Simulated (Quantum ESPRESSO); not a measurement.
# CdF2 (Fm-3m): third-order response, part 2 of 2

Which lines does CdF2 (Fm-3m) show in Raman and infrared spectra?

Quantum ESPRESSO 8.0 development, patched; DFT LDA, scalar-relativistic, plane waves, PseudoDojo norm-conserving pseudopotentials.

So far. Step 2 (A first look): A gap of 2.8 eV opens on this mesh, so the crystal is taken as an insulator; the start stands at -5.7 GPa. Step 4 (Ground state): The cell stands at -0.063 GPa, close enough for phonons. The relaxed cell has a = 5.298 Å (conventional setting).

## Step 5: Linear response at Γ

At q = 0 one unit cell holds all displacements; symmetry groups them into irreducible representations that are solved one by one. The response to a field gives ε∞ and the Born charges, which polar modes need. Third-order response adds the Raman tensors.

File ph.in:

```
phonons
&inputph
   prefix = 'x'
   outdir = './tmp'
   fildyn = 'g.dyn'
   tr2_ph = 1.0d-18
   epsil = .true.
   lraman = .true.
   elop = .true.
/
0.000000000000 0.000000000000 0.000000000000
```

The run is started by

```bash
> OMP_NUM_THREADS=1 mpirun -n 4 ph.x -nk 4 -in ph.in > ph.out
```

The log of the run:

```text
[banners, grids, parts of the stress and lines that vanish by symmetry left out]
[banner, memory and clock lines left out]
Program PHONON v.8.0dev

[...]
(   1q-points):
[...]
Exchange-correlation= PW
                           (   1   4   0   0   0   0   0)
[...]
kinetic-energy cut-off    =     102.0000  Ry
     charge density cut-off    =     408.0000  Ry
     convergence threshold     =      1.0E-18
[...]
Exchange-correlation= PW
                           (   1   4   0   0   0   0   0)
[...]
q = (   0.0000000   0.0000000   0.0000000 )
     49 Sym.Ops. (with q -> -q+G )
     G cutoff =  517.9521  (  34957 G-vectors)     FFT grid: ( 45, 45, 45)
     number of k points=    29
[...]
Mode symmetry, O_h (m-3m)  point group:
[...]
Dielectric constant
[...]
End of electric fields calculation
          Dielectric constant in cartesian axis
          (       2.918572417      -0.000000000      -0.000000000 )
          (      -0.000000000       2.918572417       0.000000000 )
          (      -0.000000000       0.000000000       2.918572417 )
          Effective charges (d Force / dE) in cartesian axis without acoustic sum rule applied (asr)
           atom    1  Cd    Mean Z*:        2.45261
      Ex  (        2.45261       -0.00000       -0.00000 )
      Ey  (       -0.00000        2.45261       -0.00000 )
      Ez  (        0.00000        0.00000        2.45261 )
           atom    2  F     Mean Z*:       -1.22631
      Ex  (       -1.22631       -0.00000        0.00000 )
      Ey  (       -0.00000       -1.22631       -0.00000 )
      Ez  (        0.00000       -0.00000       -1.22631 )
           atom    3  F     Mean Z*:       -1.22631
      Ex  (       -1.22631        0.00000       -0.00000 )
      Ey  (       -0.00000       -1.22631       -0.00000 )
      Ez  (       -0.00000        0.00000       -1.22631 )
          Effective charges Sum: Mean:       -0.00001
[...]
Effective charges (d Force / dE) in cartesian axis with asr applied:
           atom    1  Cd    Mean Z*:        2.45261
[...]
atom    2  F     Mean Z*:       -1.22631
[...]
atom    3  F     Mean Z*:       -1.22631
[...]
Dielectric constant from finite-differences
          (       2.918905658      -0.000000000      -0.000000000 )
          (      -0.000000000       2.918905658       0.000000000 )
          (      -0.000000000       0.000000000       2.918905658 )
[...]
(      -0.000000000      -0.000000000      -0.000000000 )
          (       0.000000000       0.000000000      -0.000000000 )
          (      -0.000000000      -0.000000000      -0.000000000 )
          (      -0.000000000      -0.000000000      -0.000000000 )
          (      -0.000000000      -0.000000000      -0.000000000 )
          (       0.000000000       0.000000000      -0.000000000 )
          (      -0.000000000       0.000000000      -0.000000000 )
          (       0.000000000      -0.000000000       0.000000000 )
[...]
(       0.000000000       0.000000000       0.000000000 )
          (       0.158416015       0.000000000      -0.000000000 )
          (       0.000000000       0.158416015       0.000000000 )
          (       0.158416015       0.000000000      -0.000000000 )
          (       0.000000000      -0.000000000       0.000000000 )
[...]
Representation #   1 modes #   1   2   3
[...]
End of self-consistent calculation
     Convergence has been achieved
     Representation #   2 modes #   4   5   6
[...]
End of self-consistent calculation
     Convergence has been achieved
     Representation #   3 modes #   7   8   9
[...]
End of self-consistent calculation
     Convergence has been achieved
[...]
Dielectric constant in cartesian axis
          (       2.918572417      -0.000000000      -0.000000000 )
          (      -0.000000000       2.918572417       0.000000000 )
          (      -0.000000000       0.000000000       2.918572417 )
          Effective charges (d Force / dE) in cartesian axis without acoustic sum rule applied (asr)
           atom    1  Cd    Mean Z*:        2.45261
      Ex  (        2.45261       -0.00000       -0.00000 )
      Ey  (       -0.00000        2.45261       -0.00000 )
      Ez  (        0.00000        0.00000        2.45261 )
           atom    2  F     Mean Z*:       -1.22631
      Ex  (       -1.22631       -0.00000        0.00000 )
      Ey  (       -0.00000       -1.22631       -0.00000 )
      Ez  (        0.00000       -0.00000       -1.22631 )
           atom    3  F     Mean Z*:       -1.22631
      Ex  (       -1.22631        0.00000       -0.00000 )
      Ey  (       -0.00000       -1.22631       -0.00000 )
      Ez  (       -0.00000        0.00000       -1.22631 )
          Effective charges Sum: Mean:       -0.00001
[...]
Effective charges (d Force / dE) in cartesian axis with asr applied:
           atom    1  Cd    Mean Z*:        2.45261
[...]
atom    2  F     Mean Z*:       -1.22631
[...]
atom    3  F     Mean Z*:       -1.22631
[...]
q = (    0.000000000   0.000000000   0.000000000 )
[...]
freq (    1) =      -0.029763 [THz] =      -0.992797 [cm-1]
     freq (    2) =      -0.029763 [THz] =      -0.992797 [cm-1]
     freq (    3) =      -0.029763 [THz] =      -0.992797 [cm-1]
     freq (    4) =       7.141446 [THz] =     238.212998 [cm-1]
     freq (    5) =       7.141446 [THz] =     238.212998 [cm-1]
     freq (    6) =       7.141446 [THz] =     238.212998 [cm-1]
     freq (    7) =       9.555097 [THz] =     318.723719 [cm-1]
     freq (    8) =       9.555097 [THz] =     318.723719 [cm-1]
     freq (    9) =       9.555097 [THz] =     318.723719 [cm-1]
[...]
Mode symmetry, O_h (m-3m)  point group:
     freq (   1-   3) =         -1.0  [cm-1]   --> T_1u G_15  G_4- I
     freq (   4-   6) =        238.2  [cm-1]   --> T_1u G_15  G_4- I
     freq (   7-   9) =        318.7  [cm-1]   --> T_2g G_25' G_5+ R
```

The job ended after 23 min (4 MPI ranks of Intel Xeon at 2.70GHz, shared host).

This step gave:

```yaml
miss_of_the_charge_sum_rule: 1.00e-5 e
largest_acoustic_frequency_at_the_zone_centre_before_the_sum_rule: -0.99 cm⁻¹
highest_optical_zone_centre_mode_no_lo_to_term: 318.7 cm⁻¹
lowest_optical_zone_centre_mode: 238.2 cm⁻¹
mean_high_frequency_dielectric_constant: 2.919
largest_born_charge_in_size_third_of_the_trace: 2.453 e
```

Born charge (rows field, columns displacement), before the sum rule (e), principal values of the symmetric part by kind of site:

```
atom  atoms with these values    low  middle   high   mean
 Cd1                        1   2.45    2.45   2.45   2.45
  F2                        2  -1.23   -1.23  -1.23  -1.23
```

In full for F2:

```
-1.23  0.00  0.00
 0.00 -1.23  0.00
 0.00  0.00 -1.23
```

High-frequency dielectric tensor:

```
2.92 0.00 0.00
0.00 2.92 0.00
0.00 0.00 2.92
```

The acoustic modes at Γ come out as far as 1.0 cm⁻¹ from zero, where they should vanish, a small numerical error; the Born charges miss their sum rule by 1.0e-5 e, which is good.

## Step 6: Zone-centre analysis

A rigid shift of the crystal must cost nothing, but grids and finite bases break this; the acoustic sum rule is imposed before the matrix is diagonalised again. With Born charges the intensities follow, and the static dielectric tensor.

File dynmat.in:

```
&input
   fildyn = 'g.dyn'
   asr = 'simple'
   fileig = 'dynmat.eig'
   lperm = .true.
/
```

The run is started by

```bash
> dynmat.x -in dynmat.in > dynmat.out
```

The log of the run:

```text
[banner, memory and clock lines left out]
Program DYNMAT v.8.0dev

     Reading Dynamical Matrix from file g.dyn
     ...Force constants read
     ...epsilon and Z* read
     ...Raman cross sections read
     A direction for q was not specified:TO-LO splitting will be absent

     Polarizability (A^3 units)
     multiply by 0.609933 for Clausius-Mossotti correction (not under assume_isolated = 'mt')
         5.675975   -0.000000   -0.000000
        -0.000000    5.675975    0.000000
        -0.000000    0.000000    5.675975

     IR activities are in (D/A)^2/amu units
     Raman activities are in A^4/amu units
     multiply Raman by 0.138398 for Clausius-Mossotti correction (not under assume_isolated = 'mt')

# mode   [cm-1]    [THz]      IR          Raman   depol.fact
    1     -0.00   -0.0000    0.0000         0.0000    0.5612
    2     -0.00   -0.0000    0.0000         0.0000    0.4383
    3      0.00    0.0000    0.0000         0.0000    0.4993
    4    238.21    7.1415    4.8870         0.0000    0.3416
    5    238.21    7.1415    4.8870         0.0000    0.5405
    6    238.21    7.1415    4.8870         0.0000    0.6425
    7    318.72    9.5551    0.0000         1.7340    0.7500
    8    318.72    9.5551    0.0000         1.7340    0.7500
    9    318.72    9.5551    0.0000         1.7340    0.7500

Electronic dielectric permittivity tensor (relative, adimensional)
         2.918572   -0.000000   -0.000000
        -0.000000    2.918572    0.000000
        -0.000000    0.000000    2.918572

 ... with zone-center polar mode contributions
         7.859202   -0.000000    0.000000
        -0.000000    7.859202    0.000000
         0.000000    0.000000    7.859202

)
 **************************************************************************
```

Elapsed: 0.64 s, on 1 thread.

Read from the output:

```yaml
mean_static_dielectric_constant: 7.859
```

Unit eigenvectors of the mass-weighted matrix after the sum rule; no LO-TO term. Modes at Γ, with each element's share of the kinetic energy:

```
mode  frequency (cm⁻¹)  symmetry  Cd %  F %
   1               0.0  acoustic    75   25
   2               0.0  acoustic    75   25
   3               0.0  acoustic    75   25
   4             238.2       T1u    25   75
   5             238.2       T1u    25   75
   6             238.2       T1u    25   75
   7             318.7       T2g     0  100
   8             318.7       T2g     0  100
   9             318.7       T2g     0  100
```

Displacements in mode 4 (238.2 cm⁻¹), the largest set to 1:
```
Cd1 -0.30 -0.07 -0.34
F2   0.88  0.20  1.00
F3   0.88  0.20  1.00
```

Displacements in mode 9 (318.7 cm⁻¹), the largest set to 1:
```
Cd1  0.00  0.00  0.00
F2   0.79  1.00  0.00
F3  -0.79 -1.00  0.00
```

Degenerate modes summed, no LO-TO term. Infrared lines, with heights relative to the strongest:

```
position (cm⁻¹)  lines merged  label  IR intensity, relative
            238             3    T1u                     100
            319             3    T2g                     0.0
```

Degenerate modes summed. Lines of the Raman spectrum (strongest = 100):

```
position (cm⁻¹)  lines merged  label  Raman activity, relative
            238             3    T1u                       0.0
            319             3    T2g                       100
```

Static dielectric tensor (ions relaxed, fixed cell):

```
7.86 0.00 0.00
0.00 7.86 0.00
0.00 0.00 7.86
```

The rule moves no optical mode by more than 0.1 cm⁻¹.

## Step 7: Sum rules set otherwise: a sum rule for molecules or wires on a crystal

This rule also removes rotations, which suits molecules and not a crystal; it is tried to see the harm.

File dynmat.in:

```
&input
   fildyn = 'g.dyn'
   asr = 'zero-dim'
   fileig = 'dynmat.eig'
   lperm = .true.
/
```

The run is started by

```bash
> dynmat.x -in dynmat.in > dynmat.out
```

The log of the run:

```text
[banner, memory and clock lines left out]
Program DYNMAT v.8.0dev

     Reading Dynamical Matrix from file g.dyn
     ...Force constants read
     ...epsilon and Z* read
     ...Raman cross sections read
     Warning: this looks like a crystal, not a molecule in a box: use asr = 'crystal'
     The molecule is taken as linear (straight within 1e-3 of its length): two rotations are removed
     Acoustic Sum Rule: || Z*(ASR) - Z*(orig)|| =    1.221269E-05
     Acoustic Sum Rule: ||dyn(ASR) - dyn(orig)||=    2.391768E-01
     Message from routine dynmat:
     WARNING: the charges keep any dipole. Ignore the strengths of the modes set to zero; with q typed a rigid rotation may get a frequency
     A direction for q was not specified:TO-LO splitting will be absent

     Polarizability (A^3 units)
     multiply by 0.609933 for Clausius-Mossotti correction (not under assume_isolated = 'mt')
         5.675975   -0.000000   -0.000000
        -0.000000    5.675975    0.000000
        -0.000000    0.000000    5.675975

     IR activities are in (D/A)^2/amu units
     Raman activities are in A^4/amu units
     multiply Raman by 0.138398 for Clausius-Mossotti correction (not under assume_isolated = 'mt')

# mode   [cm-1]    [THz]      IR          Raman   depol.fact
    1     -0.00   -0.0000    2.2812         0.2708    0.7500
    2     -0.00   -0.0000    3.4132         0.4051    0.7500
    3     -0.00   -0.0000    0.9444         0.1121    0.7500
    4     -0.00   -0.0000    0.0371         0.0044    0.7500
    5      0.00    0.0000    0.6482         0.0769    0.7500
    6    238.21    7.1414    4.8870         0.0000    0.3313
    7    293.00    8.7838    1.2249         1.2994    0.7500
    8    293.00    8.7838    1.2249         1.2994    0.7500
    9    318.72    9.5551    0.0000         1.7340    0.7500

Electronic dielectric permittivity tensor (relative, adimensional)
         2.918572   -0.000000   -0.000000
        -0.000000    2.918572    0.000000
        -0.000000    0.000000    2.918572

 ... with zone-center polar mode contributions
         5.111244   -1.374064   -1.374064
        -1.374064    5.111244    1.374064
        -1.374064    1.374064    5.111244
```

It took 0.71 s on 1 thread.

The run ended normally, but on settings that are not sound.

The fault: a sum rule for molecules or wires on a crystal; 2 optical modes are projected out to zero frequency, as if they were rotations, and the static dielectric tensor is spoilt.

For a crystal the rule has to be 'simple' or 'crystal'.

Zone-centre frequencies as printed; negative means imaginary. Modes:

```
mode  frequency (cm⁻¹)
   1                 0
   2                 0
   3                 0
   4                 0
   5                 0
   6             238.2
   7               293
   8               293
   9             318.7
```

## Step 8: Sum rules set otherwise (asr no)

Without the rule the raw error of the acoustic modes shows.

File dynmat.in:

```
&input
   fildyn = 'g.dyn'
   asr = 'no'
   fileig = 'dynmat.eig'
   lperm = .true.
/
```

The run is started by

```bash
> dynmat.x -in dynmat.in > dynmat.out
```

The log of the run:

```text
[banner, memory and clock lines left out]
Program DYNMAT v.8.0dev

     Reading Dynamical Matrix from file g.dyn
     ...Force constants read
     ...epsilon and Z* read
     ...Raman cross sections read
     A direction for q was not specified:TO-LO splitting will be absent

     Polarizability (A^3 units)
     multiply by 0.609933 for Clausius-Mossotti correction (not under assume_isolated = 'mt')
         5.675975   -0.000000   -0.000000
        -0.000000    5.675975    0.000000
        -0.000000    0.000000    5.675975

     IR activities are in (D/A)^2/amu units
     Raman activities are in A^4/amu units
     multiply Raman by 0.138398 for Clausius-Mossotti correction (not under assume_isolated = 'mt')

# mode   [cm-1]    [THz]      IR          Raman   depol.fact
    1     -0.99   -0.0297    0.0000         0.0000    0.5860
    2     -0.99   -0.0297    0.0000         0.0000    0.4940
    3     -0.99   -0.0297    0.0000         0.0000    0.4895
    4    238.21    7.1414    4.8870         0.0000    0.3668
    5    238.21    7.1414    4.8870         0.0000    0.6934
    6    238.21    7.1414    4.8870         0.0000    0.5929
    7    318.72    9.5551    0.0000         1.7340    0.7500
    8    318.72    9.5551    0.0000         1.7340    0.7500
    9    318.72    9.5551    0.0000         1.7340    0.7500

Electronic dielectric permittivity tensor (relative, adimensional)
         2.918572   -0.000000   -0.000000
        -0.000000    2.918572    0.000000
        -0.000000    0.000000    2.918572

 ... with zone-center polar mode contributions
         7.859296   -0.000000    0.000000
        -0.000000    7.859296    0.000000
         0.000000    0.000000    7.859296

)
 **************************************************************************
```

It took 0.7 s on 1 thread.

Zone-centre frequencies as printed; negative means imaginary. Modes:

```
mode  frequency (cm⁻¹)
   1             -0.99
   2             -0.99
   3             -0.99
   4             238.2
   5             238.2
   6             238.2
   7             318.7
   8             318.7
   9             318.7
```

Against the first rule no mode moves by more than 1.0 cm⁻¹.

## Step 9: Modes along a direction of q (1 0 0)

A longitudinal polar mode sets up a macroscopic field that stiffens it; the term hangs on the direction from which q goes to zero.

File dynmat.in:

```
&input
   fildyn = 'g.dyn'
   asr = 'simple'
   fileig = 'dynmat.eig'
   q(1) = 1.0
   q(2) = 0.0
   q(3) = 0.0
/
```

The run is started by

```bash
> dynmat.x -in dynmat.in > dynmat.out
```

The log of the run:

```text
[banner, memory and clock lines left out]
Program DYNMAT v.8.0dev

     Reading Dynamical Matrix from file g.dyn
     ...Force constants read
     ...epsilon and Z* read
     ...Raman cross sections read

     Polarizability (A^3 units)
     multiply by 0.609933 for Clausius-Mossotti correction (not under assume_isolated = 'mt')
         5.675975   -0.000000   -0.000000
        -0.000000    5.675975    0.000000
        -0.000000    0.000000    5.675975

     IR activities are in (D/A)^2/amu units
     Raman activities are in A^4/amu units
     multiply Raman by 0.138398 for Clausius-Mossotti correction (not under assume_isolated = 'mt')

# mode   [cm-1]    [THz]      IR          Raman   depol.fact
    1     -0.00   -0.0000    0.0000         0.0000    0.4597
    2     -0.00   -0.0000    0.0000         0.0000    0.5616
    3      0.00    0.0000    0.0000         0.0000    0.5735
    4    238.21    7.1415    4.8870         0.0000    0.6765
    5    238.21    7.1415    4.8870         0.0000    0.5345
    6    318.72    9.5551    0.0000         1.7340    0.7500
    7    318.72    9.5551    0.0000         1.7340    0.7500
    8    318.72    9.5551    0.0000         1.7340    0.7500
    9    390.91   11.7191    4.8870         0.0000    0.7499

[end of the log left out, with the tail of the file of modes that dynmat.x writes under the same name]
```

Wall time 0.72 s (1 thread).

Read from the output:

```
highest mode moved by the LO-TO term : 390.9 cm⁻¹
```

Zone-centre frequencies as printed; negative means imaginary. Modes:

```
mode  frequency (cm⁻¹)
   1                 0
   2                 0
   3                 0
   4             238.2
   5             238.2
   6             318.7
   7             318.7
   8             318.7
   9             390.9
```

The field moves one mode, from 238 to 391 cm⁻¹; the others stay.

## Step 10: What came out

```
space group after relaxation                                           : Fm-3m
volume per atom                                                        : 12.4 Å³
gap on the k-mesh                                                      : 3.00 eV
highest optical zone-centre mode (no LO-TO term)                       : 318.7 cm⁻¹
lowest optical zone-centre mode                                        : 238.2 cm⁻¹
highest mode moved by the LO-TO term                                   : 390.9 cm⁻¹
mean high-frequency dielectric constant                                : 2.92
largest Born charge in size (third of the trace)                       : 2.45 e
mean static dielectric constant                                        : 7.86
imaginary optical modes at the zone centre (no q mesh in this session) : none
```

**Reading.** The largest Raman activity of CdF2 (Fm-3m) lies at 319 cm⁻¹ and the strongest infrared line at 238 cm⁻¹ (transverse modes). At the LDA level the optical modes of CdF2 (Fm-3m) at the zone centre (no LO-TO term) run from 238 to 319 cm⁻¹. Along the directions run, the highest mode that the macroscopic field moves lies at 391 cm⁻¹. Lattice motion raises the mean dielectric constant from 2.919 to 7.859. The Born charge of Cd is 2.453 e against a formal charge of +2, somewhat above it. Of the 6 optical modes, 3 are infrared active alone and 3 are Raman active alone; inversion symmetry keeps the two sets apart. These are harmonic frequencies at zero temperature: anharmonic shifts and linewidths and thermal expansion are left out. The build is a development version in which the Raman tensors of release 7.5 are mended; dynmat.x leaves out the electro-optic term of LO lines.

[Host names and launcher messages were left out of these logs when they were recorded.]

[Logs are printed without paths, hosts, clocks, repeated set-up lines and the standing remarks that a program may print on its own settings, such as how far it seeks lower states.]

[Hosts, paths, dates, database ids (printed as entryN), source tags and the programs' standing remarks are cut or masked in the printed files.]
